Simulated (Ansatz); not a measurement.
# Sensitivity of the G0W0 gap of SnO2 (Pnnm)

Aim: change settings of a G0W0 run on SnO2 (Pnnm) and see what moves.

Calculated with Ansatz 0.2.0; G0W0 on LDA, plane waves, PAW; PAW set soft_1.

**1. The structure**

The structure is orthorhombic, space group Pnnm (No. 58). Conventional cell: a = 4.788 Å, b = 4.867 Å, c = 3.241 Å, α = 90.00°, β = 90.00°, γ = 90.00°. Nearest to Sn lie 6 O at 2.09 to 2.10 Å. O has 3 Sn at 2.09 to 2.10 Å nearest. Farther neighbours and most contacts between anions are not listed.

The cell and positions are those that the Materials Project relaxed with its own functionals (PBE, PBE+U or r2SCAN), kept fixed. This is not the form that SnO2 usually takes at ambient conditions.

**2. The base run: 4×4×4 mesh, 60 empty bands, screening to 50 eV, PAW set soft_1 files**

Now the one-shot GW correction: screening in the RPA, then the self-energy of the levels asked for. This step takes PAW set soft_1 files.

input.yaml

```yaml
crystal:
  lattice:
    - [4.788004, 0.0, 0.0]
    - [0.0, 4.866582, 0.0]
    - [0.0, 0.0, 3.240898]
  atoms:
    - { symbol: Sn, position: [0.5, 0.5, 0.5] }
    - { symbol: Sn, position: [0.0, 0.0, 0.0] }
    - { symbol: O, position: [0.291855, 0.321042, 0.0] }
    - { symbol: O, position: [0.791855, 0.178958, 0.5] }
    - { symbol: O, position: [0.208145, 0.821042, 0.5] }
    - { symbol: O, position: [0.708145, 0.678958, 0.0] }
kpoints:
  mp_grid: { grid: [4, 4, 4] }
hamiltonian:
  xc: lda
  pseudopotentials: { kind: paw, azcp: { folder: soft_1 }, xc_functional: pbe }
scf:
  occupations: { method: fixed }
gw:
  n_empty_bands: 60
  ecut_chi: 50
  qp_bands: [v2, c2]
  qp_kpoints: band_edges
  screening: { model: contour_deformation }
```

Run with:

```console
$ ansatz run input.yaml --threads 2 --pin off --max-ram 92160MiB --backend cuda --events-out ev --progress --plain --runs-dir out --devices 1 --max-vram 13GiB
```

Numbers of over 12 decimals in the logs are rounded to 6 here.

The log of the run:

```text
GPUs: using 1 of 1 available (devices: 1).
Engine: ansatz 0.2.0, x86_64-unknown-linux-gnu
Pseudopotentials: kind: paw
Pseudopotential: Sn, paw, valence charge 14, recommended cutoff 420 eV (normal), soft_1/Sn.paw.azcp
Pseudopotential: O, paw, valence charge 6, recommended cutoff 420 eV (normal), soft_1/O.paw.azcp
Functional definition: SPW92
  exchange = slater_x
  correlation = pw_c
device memory: the entry about to start is reckoned to put 1.0 GiB on a device that reports 48.6 GiB free (of which the cap on the GPU budget leaves the run 13.0 GiB)
GPU FFT provider: cuFFT
GPU libraries: cuBLAS 13.8.2, cuFFT 12.4.0, cuSOLVER 12.3.4
Crystal: 6 atoms, lattice volume = 75.517 Å³
Basis set: ecut = 420 eV, 1479 PW (Γ)
Bands: 32, of which v1, the nominal top of the filled ones, is band 26 counted from 1 (25 counted from 0)
Symmetry: 8 space group operations
Space group: Pnnm (ITA 58), of the structure as read, at distance tolerance 4.2e-5 Å
k-points: 27 of 64
Non-local potential: Sn, projectors of the file, l = 0: 2, l = 1: 2, l = 2: 2, l = 3: 1
Non-local potential: O, projectors of the file, l = 0: 2, l = 1: 2, l = 2: 1
PAW form: soft (Blöchl's): semilocal exchange-correlation on the pseudo side does not see the compensation charge
PAW frozen core: Sn, regenerated for the run's functional, and the local potential with it (the file was generated under x = pbe(κ = 0.804, μ = 0.219515), c = pbe(β = 0.066725))
PAW frozen core: O, regenerated for the run's functional, and the local potential with it (the file was generated under x = pbe(κ = 0.804, μ = 0.219515), c = pbe(β = 0.066725))
PAW one-centre angular grid: Sn, 590 points (default); XC on 64 Gauss nodes
PAW one-centre angular grid: O, 110 points (default); XC on 64 Gauss nodes
Initial density: superposition of atomic densities (chi_scale 0.1, normalization cell, long waves kept (reshape's long-wave potential 0.00 eV rms))
Initial wavefunctions: pseudopotential atomic-orbital guess
GPU buffer pool allocated for 31104 grid points (all kernels)
GPU transforms: local potential and band sums: pruned to the plane-wave sphere, on 36×36×24
Functional: x = slater, c = lda
SCF iter   1: F=—  HF=-13980.935276 eV  |F-HF|=—  |Δ(HF+E_count)|=         —  Δρ=6.33e-2  dr2=2.15e0  ethr=3.10e-3  ⟨swp⟩=4.0  Hψ=3345  notcnv=0  defer=106
preconditioner: auto → Resta (q_TF=auto, 2.564 Å⁻¹)  ε∞=3.5  [insulator: Δε(μ)=1.030 eV  Ē_g=19.400 eV  n_scr=18 (ndim 8)  ℏωp=30.8 eV  f_vac=0.000  ε∞_Penn≈3.5]
SCF iter   2: F=—  HF=-13980.461484 eV  |F-HF|=—  |Δ(HF+E_count)|=   4.74e-1  Δρ=3.27e-2  dr2=4.12e-1  ethr=3.10e-3  ⟨swp⟩=2.9  Hψ=1794  notcnv=0  defer=108
SCF iter   3: F=—  HF=-13980.362559 eV  |F-HF|=—  |Δ(HF+E_count)|=   9.89e-2  Δρ=9.58e-3  dr2=6.90e-2  ethr=7.93e-4  ⟨swp⟩=3.0  Hψ=1539  notcnv=0  defer=108
[...]
valence top: of the k-points left out ik 19 came nearest to being solved in a further pass, in band 26 (counted from 1, as in the quasiparticle table): it holds the edge there only if its correction is more favourable than any solved in that band by at least 0.483 eV; those differ by 0.287 eV
    conduction bottom: of the k-points left out ik 21 came nearest to being solved in a further pass, in band 27 (counted from 1, as in the quasiparticle table): it holds the edge there only if its correction is more favourable than any solved in that band by at least 3.273 eV; those differ by 1.121 eV
  `?` marks the rows in doubt; gw_qp.tsv's column doubts and the gw_qp event give each row's grounds
    ik  band        ε_KS         Σx   Σc(E_QP)       V_xc       Z   E_QP_lin       E_QP  E_QP is
     0    25      7.6681   -26.1364     5.2396   -20.7783  0.7265     7.5491     7.5496  root
     0    26      8.2872   -26.1140     5.0483   -20.9164  0.7341     8.1370     8.1378  root
     0    27      8.9715   -15.6815    -2.3673   -19.1286  0.8008    10.0990    10.0512  root
     0    28     13.8104   -12.5264    -4.1564   -18.6382  0.7622    15.6618    15.7658  root ?
     1    25      7.6305   -26.3476     5.3613   -20.8098  0.7245     7.4528     7.4540  root
     1    26      7.9049   -26.3026     5.6619   -20.3511  0.7204     7.6113     7.6153  root
     1    27     11.4987   -16.0972    -2.9711   -20.7382  0.7838    13.1584    13.1687  root ?
     1    28     14.4857   -14.2216    -4.3234   -20.7562  0.7573    16.6424    16.6969  root
     2    25      7.2453   -26.0477     5.7407   -19.9593  0.7100     6.8899     6.8976  root
     2    26      7.2453   -26.0477     5.7407   -19.9593  0.7100     6.8899     6.8976  root
[...]
3    27     10.3179   -16.2701    -2.5178   -20.0583  0.7903    11.6729    11.5883  root ?
[...]
4    27     11.9534   -15.6246    -3.2162   -20.6052  0.7801    13.6715    13.7178  root ?
[...]
6    27     12.1652   -15.2445    -3.3096   -20.2460  0.7802    13.8360    13.8570  root ?
     6    28     12.1652   -15.2445    -3.3096   -20.2460  0.7802    13.8360    13.8570  root ?
[...]
9    27     10.2310   -16.1748    -2.5376   -19.9881  0.7908    11.5895    11.5067  root ?
[...]
10    27     11.9506   -15.6652    -3.2074   -20.6385  0.7765    13.6664    13.7165  root ?
[...]
12    27     11.0298   -16.0402    -2.8822   -20.3387  0.8078    12.5846    12.4460  root ?
[...]
13    27     12.2169   -15.3225    -3.3509   -20.5042  0.7797    13.9854    14.0477  root ?
[...]
18    27     12.0051   -15.1008    -3.3025   -20.0783  0.7810    13.6624    13.6800  root ?
    18    28     12.0051   -15.1008    -3.3025   -20.0783  0.7810    13.6624    13.6800  root ?
[...]
26    25      7.6338   -26.4217     5.7648   -20.3357  0.7175     7.3080     7.3127  root
    26    26      7.6338   -26.4217     5.7648   -20.3357  0.7175     7.3080     7.3127  root
    26    27     12.5276   -13.6050    -3.6132   -19.1494  0.7904    14.3865    14.4587  root
    26    28     12.5276   -13.6050    -3.6132   -19.1494  0.7904    14.3865    14.4587  root
[key lines of the parts left out:]
SCF converged after 7 iterations
Free energy (F): -13980.346462 eV
Fermi energy:    8.287181 eV
```

It took 12 s on 1 × NVIDIA H100 80GB HBM3 (shared by 6 runs) with 2 threads of AMD EPYC 7R13 (Zen 3), shared host; peak memory 1.1 GiB; 14 s of CPU time.

The column dr2 measures how far the density is from self-consistency, as an energy; F and HF (Harris–Foulkes) agree once it is small.

This step gave:

| Property | Result |
| --- | --- |
| bands summed | 86 |
| RPA ε∞ on this mesh (eigenvalues) | 5.504, 5.979, 6.013 |
| plane waves in the screening matrix | 63 |
| q-points in the mesh | 64 |
| G0W0 gap on the mesh | 1.913 eV |
| k of the valence top | 0, 0, 0 |
| k of the conduction bottom | 0, 0, 0 |
| starting gap on the mesh | 0.6843 eV |
| Z at the valence top | 0.7341 |
| Z at the conduction bottom | 0.8008 |
| least direct G0W0 gap on the computed points | 1.913 eV |

The gap on the mesh goes from 0.68 eV to 1.91 eV, a correction of +1.23 eV. Between the two edge states, bare exchange in place of the xc potential would open the gap by 8.64 eV, and correlation takes back 7.42 eV.

**3. Variant: no symmetry**

Changes to input.yaml since step 2:

```diff
@@ -12,2 +12,3 @@
     - { symbol: O, position: [0.708145, 0.678958, 0.0] }
+  symmetry: { detect: false }
 kpoints:
@@ -20,4 +21,4 @@
 gw:
-  n_empty_bands: 60
-  ecut_chi: 50
+  n_empty_bands: 79
+  ecut_chi: 60
   qp_bands: [v2, c2]
```

The log of the run:

```text
GPUs: using 1 of 1 available (devices: 1).
[...]
GPU FFT provider: cuFFT
GPU libraries: cuBLAS 13.8.2, cuFFT 12.4.0, cuSOLVER 12.3.4
Crystal: 6 atoms, lattice volume = 75.517 Å³
Basis set: ecut = 420 eV, 1479 PW (Γ)
Bands: 32, of which v1, the nominal top of the filled ones, is band 26 counted from 1 (25 counted from 0)
Symmetry: 1 space group operations
k-points: 36 of 64 (time reversal used)
[...]
GPU buffer pool allocated for 31104 grid points (all kernels)
[...]
SCF iter   1: F=—  HF=-13980.935076 eV  |F-HF|=—  |Δ(HF+E_count)|=         —  Δρ=6.33e-2  dr2=2.15e0  ethr=3.10e-3  ⟨swp⟩=4.0  Hψ=4458  notcnv=0  defer=142
[...]
SCF iter   9: F=-13980.346462 eV  HF=-13980.346462 eV  |F-HF|=1.27e-9  |Δ(HF+E_count)|=   5.46e-8  Δρ=2.08e-6  dr2=2.75e-9  ethr=1.92e-10  ⟨swp⟩=1.3  Hψ=3076  notcnv=0
SCF 1 converged in 9 iterations: F = -13980.346462 eV  dr2 = 2.75e-9
[...]
NSCF: frozen V_eff on 36 k-points, pencils in batches of 32, up to order 128
[...]
NSCF: frozen V_eff on 36 k-points
G₀W₀ screening: q 1/36
[... further progress lines ...]
SCF converged after 9 iterations
Free energy (F): -13980.346462 eV
[...]
Internal energy: -13980.346462 eV  (E = F + TS)
E sigma→0 (E₀):  -13980.346462 eV
Fermi energy:    8.287216 eV
[...]
--- Band table (eV; the first three rows and the last of 36) ---
  k-point 0: bands = [... 22 lower, 7.1424, 7.6623, 7.6681, 8.2872, 8.9715, 13.8105, 14.1556, 14.3078, ... 2 higher]
[...]
1    26      7.9049   -26.3026     5.6549   -20.3511  0.7189     7.6042     7.6084  root
     1    27     11.4988   -16.0972    -3.1360   -20.7382  0.7817    13.0777    13.0038  root ?
     1    28     14.4858   -14.2216    -4.4410   -20.7562  0.7554    16.5208    16.5794  root
     2    25      7.2453   -26.0477     5.7314   -19.9593  0.7089     6.8802     6.8884  root
     2    26      7.2453   -26.0477     5.7314   -19.9593  0.7089     6.8802     6.8884  root
[...]
3    27     10.3179   -16.2701    -2.5755   -20.0583  0.7885    11.6013    11.5306  root ?
     3    28     13.4005   -13.4795    -4.0620   -19.2661  0.7702    15.0963    15.1251  root ?
[...]
4    27     11.9535   -15.6246    -3.3609   -20.6052  0.7782    13.5864    13.5732  root ?
[...]
6    27     11.9535   -15.6246    -3.3609   -20.6052  0.7782    13.5864    13.5732  root ?
[...]
7    27     12.1652   -15.2445    -3.4808   -20.2460  0.7784    13.7510    13.6860  root ?
     7    28     12.1652   -15.2445    -3.4808   -20.2460  0.7784    13.7510    13.6860  root ?
[...]
26    27     12.0051   -15.1008    -3.4833   -20.0783  0.7793    13.5751    13.4993  root ?
    26    28     12.0051   -15.1008    -3.4833   -20.0783  0.7793    13.5751    13.4993  root ?
[...]
32    27     12.9244   -14.8363    -3.7811   -20.4791  0.7922    14.7679    14.7860  root
    32    28     12.9244   -14.8363    -3.7811   -20.4791  0.7922    14.7679    14.7860  root
    35    25      7.6338   -26.4217     5.7562   -20.3357  0.7162     7.2992     7.3040  root
    35    26      7.6338   -26.4217     5.7562   -20.3357  0.7162     7.2992     7.3040  root
    35    27     12.5276   -13.6050    -3.7584   -19.1494  0.7889    14.2729    14.3137  root ?
    35    28     12.5276   -13.6050    -3.7584   -19.1494  0.7889    14.2729    14.3137  root ?
```

The job ended after 20 s (1 × NVIDIA H100 80GB HBM3 (shared by 6 runs) with 2 threads; peak memory 1.2 GiB).

The G0W0 gap on the mesh is 1.866 eV.

Against the base:

```csv
setting,base,variant
empty bands,60,79
screening cutoff (eV),50,60
symmetry detection,-,false
```

```csv
quantity,variant,base
starting gap on the mesh,0.684,0.684
G0W0 gap on the mesh,1.866,1.913
least direct G0W0 gap on the computed points,1.866,1.913
Z at the valence top,0.732,0.734
Z at the conduction bottom,0.799,0.801
```

**4. Outcome**

```yaml
base: 1.91 eV, 12 s
no_symmetry: 1.87 eV, 20 s
```

**Reading.** No symmetry: the gap moves by −0.05 eV. The variant differs from the base in empty bands, screening cutoff and symmetry detection together, so the change can't be laid to one of them. Symmetry itself changes the cost, not the physics. All runs here use a coarse mesh and modest cutoffs; they test settings and are not final values. The 4×4×4 mesh is coarse for this cell (its supercell is 13 Å along the shortest edge). The RPA ε∞ on it, from the LDA start, is 5.50, 5.98 and 6.01; such meshes misread the long-range screening, most where the gap is narrow. The many-body steps are scalar-relativistic: spin-orbit coupling is not in them.

[Paths, hosts, dates, memory and timing lines, banners, echoed tables and standing remarks are left out of the program output.]

[Logs are printed without paths, hosts, clocks, repeated set-up lines and the standing remarks that a program may print on its own settings, such as how far it seeks lower states.]

[Runs of the session that timed out or met a known fault of the program may be left out.]

[Cells called generated may have been cut or substituted from an entry of the Crystallography Open Database or the Materials Project.]

[Hosts, paths, dates, database ids (printed as entryN), source tags and the programs' standing remarks are cut or masked in the printed files.]
